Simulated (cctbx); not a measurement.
## Accept or mend?

Cell a = 11.6330 Å, b = 4.1490 Å, c = 11.7350 Å, α = 90.00°, β = 108.91°, γ = 90.00°; space group P2_1/m (no. 11).

Simulated single-crystal data (cctbx): synchrotron X-rays, λ = 0.4959 Å, to d = 0.84 Å, 50 % of the full sphere, strongest reflection 20000 counts, noise from counting, a 1.5 % proportional error and a noise floor of 2 counts (s.d.); no absorption.

An anisotropic refinement with weights 1/σ² prints:

```text
Rint 0.017, 967 unique reflections to 0.84 A
cycle     R1     wR2    GooF  max shift (A)
   1  0.0499  0.1136   3.948   0.00166
   2  0.0249  0.0611   2.125   0.00001
final R1 0.0249 wR2 0.0611 GooF 2.125  parameters 60  data/parameter 16.1
atom        x        y        z      Ueq    occ   su(xyz)  su(Uiso or U11)
Gd1    0.16532  0.75000  0.08979   0.0189  1.000  0.00007  0.0004
Gd2    0.68132  0.75000  0.50110   0.0152  1.000  0.00007  0.0004
Gd3    0.44602  0.75000  0.83387   0.0157  1.000  0.00007  0.0004
Pr1    0.04522  0.75000  0.68976   0.0173  1.000  0.00008  0.0005
Te1    0.79899  0.75000  0.74999   0.0226  1.000  0.00010  0.0006
Te2    0.11877  0.75000  0.46314   0.0148  1.000  0.00009  0.0005
Te3    0.73027  0.75000  0.27444   0.0229  1.000  0.00010  0.0006
Te4    0.39076  0.75000  0.05966   0.0152  1.000  0.00009  0.0005
Te5    0.91525  0.75000  0.09231   0.0171  1.000  0.00009  0.0005
Ru1    0.47820  0.75000  0.61353   0.0147  1.000  0.00011  0.0006
difference map: max 3.88 min -1.13 rms 0.33
Q1    0.4525  0.7500  0.5902    2    3.94  0.33 A from Ru1
Q2    0.4915  0.2500  0.3869    2    3.43  0.35 A from Ru1
Q3    0.1997  0.2500  0.1045    2    0.92  1.70 A from Te1
Q4    0.0527  0.7500  0.0796    2    0.90  1.28 A from Gd1
Q5    0.4550  0.7500  0.1389    2    0.90  0.99 A from Te4
Q6    0.4848  0.2500  0.2413    2    0.89  1.37 A from Gd3
```

**Question.** Can this result stand? If not, what is the likely fault?

Mend it. The fault: wrong element: Ru1 is Te. Against the right model at the same level, R1 goes from 0.0126 to 0.0249 and GooF from 0.96 to 2.12, U of Ru1 shrinks from 0.0253 to 0.0147 Å² and the top difference peak, 3.9 e/Å³, lies on Ru1. Ru1 has 8 electrons too few and its U shrinks to make up, as expected.

The compound is PrGd3Te6. The right model at the same level gives:

```text
Rint 0.017, 967 unique reflections to 0.84 A
cycle     R1     wR2    GooF  max shift (A)
   1  0.0203  0.0459   1.596   0.00081
   2  0.0126  0.0277   0.963   0.00000
final R1 0.0126 wR2 0.0277 GooF 0.963  parameters 60  data/parameter 16.1
atom        x        y        z      Ueq    occ   su(xyz)  su(Uiso or U11)
Gd1    0.16529  0.75000  0.08983   0.0185  1.000  0.00003  0.0002
Gd2    0.68126  0.75000  0.50109   0.0147  1.000  0.00003  0.0002
Gd3    0.44602  0.75000  0.83386   0.0153  1.000  0.00003  0.0002
Pr1    0.04530  0.75000  0.68975   0.0168  1.000  0.00004  0.0002
Te1    0.79903  0.75000  0.74999   0.0220  1.000  0.00005  0.0003
Te2    0.11883  0.75000  0.46323   0.0143  1.000  0.00004  0.0002
Te3    0.73033  0.75000  0.27438   0.0224  1.000  0.00005  0.0003
Te4    0.39077  0.75000  0.05953   0.0147  1.000  0.00004  0.0002
Te5    0.91537  0.75000  0.09235   0.0169  1.000  0.00004  0.0002
Te6    0.47807  0.75000  0.61354   0.0253  1.000  0.00005  0.0003
difference map: max 0.77 min -0.64 rms 0.17
Q1    0.4555  0.7500  0.1272    2    0.81  0.90 A from Te4
Q2    0.1845  0.2500  0.6451    2    0.70  1.13 A from Te3
Q3    0.3968  0.2500  0.9244    2    0.70  2.32 A from Te3
Q4    0.2795  0.6014  0.4035    4    0.68  1.80 A from Gd2
Q5    0.0399  0.7500  0.0781    2    0.66  1.42 A from Gd1
Q6    0.2888  0.2500  0.6426    2    0.66  1.07 A from Te3
```

Isotropic U is held between 0.0001 and 1 Å² by the program, and listed peak heights are interpolated, so they can pass the grid's maximum.

The model was made for the exercise: a known structure type with other elements put in, its volume estimated, not relaxed; displacement parameters are assumed.

[Middle refinement cycles are left out of these outputs.]

[Logs are printed without paths, hosts, clocks, repeated set-up lines and the standing remarks that a program may print on its own settings, such as how far it seeks lower states.]
